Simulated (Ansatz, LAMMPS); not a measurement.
# Force difference against the radius of support functions in amorphous polyisobutylene (as short chains C22H46) at 500 K (136 atoms)

Density of this cell: 0.778 g/cm³. The cell holds 136 atoms: 44 C and 92 H. Its edges and angles: a = 10.986 Å, b = 10.986 Å, c = 10.986 Å, α = 90.0°, β = 90.0°, γ = 90.0°. 2 polyisobutylene chains of 5 units with methyl end groups placed at random, at 0.778 g/cm³; overlaps pushed apart, then 20 ps at 800 K with MMFF94 bonds, angles, torsions, charges and radii (Halgren, J. Comput. Chem. 17, 490 (1996)) in harmonic and 12-6 forms. Snapshot after 30 ps at 500 K and fixed volume.

Calculated with Ansatz 0.2.0: Kohn-Sham DFT, PBE+D4, PAW (set soft_2), localised support functions (medium), with the radius typed; the reference is Kohn-Sham DFT, PBE+D4, PAW (set soft_2), plane waves, cutoff 420 eV, Γ point, fermi-dirac smearing of 0.025 eV, with an r.m.s. force component of 1.09 eV/Å.

```
radius (Å)  r.m.s. force difference (meV/Å)     time
      3.22                            5.986     41 s
      3.48                            5.927     47 s
      3.71                            5.907     55 s
      3.98                            5.888     66 s
      4.48                                ?        ?
      4.97                             5.87  2.3 min
```

Task: Fit a power law of the radius to the rows given and interpolate to the withheld row.

**Working.**

A power law y = A x^b is a line in u = ln x and v = ln y.

```
u = ln x  v = ln y
 1.16938   1.78942
 1.24703   1.77952
 1.31103   1.77614
 1.38128   1.77292
 1.60342   1.76985
```

With n = 5: mean u = 1.34243, mean v = 1.77757, Σ(u − ū)² = 0.10966, Σ(u − ū)(v − v̄) = -0.0043865. Slope b = -0.0043865 / 0.10966 = -0.040002; intercept a = v̄ − b ū = 1.8313.

At the withheld row u = 1.500, v = a + b u = 1.771, and y = exp(v).

Prediction at 4.48: 5.878 meV/Å. The run gave 5.88 meV/Å, so the fit is low by 0.0016 meV/Å (0.027 % of the value).

The fitted exponent is -0.040. Between neighbouring rows, the withheld one included, the exponents are -0.13, -0.053, -0.046, -0.011 and -0.016. Among the rows given, the largest relative miss of the fit is at 3.22, by 0.029 meV/Å (0.49 %).

Limits: The difference holds the reference's own basis error, which sets a floor under it.

[Logs are printed without paths, hosts, clocks, repeated set-up lines and the standing remarks that a program may print on its own settings, such as how far it seeks lower states.]

[Hosts, paths, dates, database ids (printed as entryN), source tags and the programs' standing remarks are cut or masked in the printed files.]

[The MMFF94 radii named for the starting cell were scaled by 0.96; in molecules described by MMFF94, hydrogen bound to N, O or S took a small fixed 12-6 site in their place.]
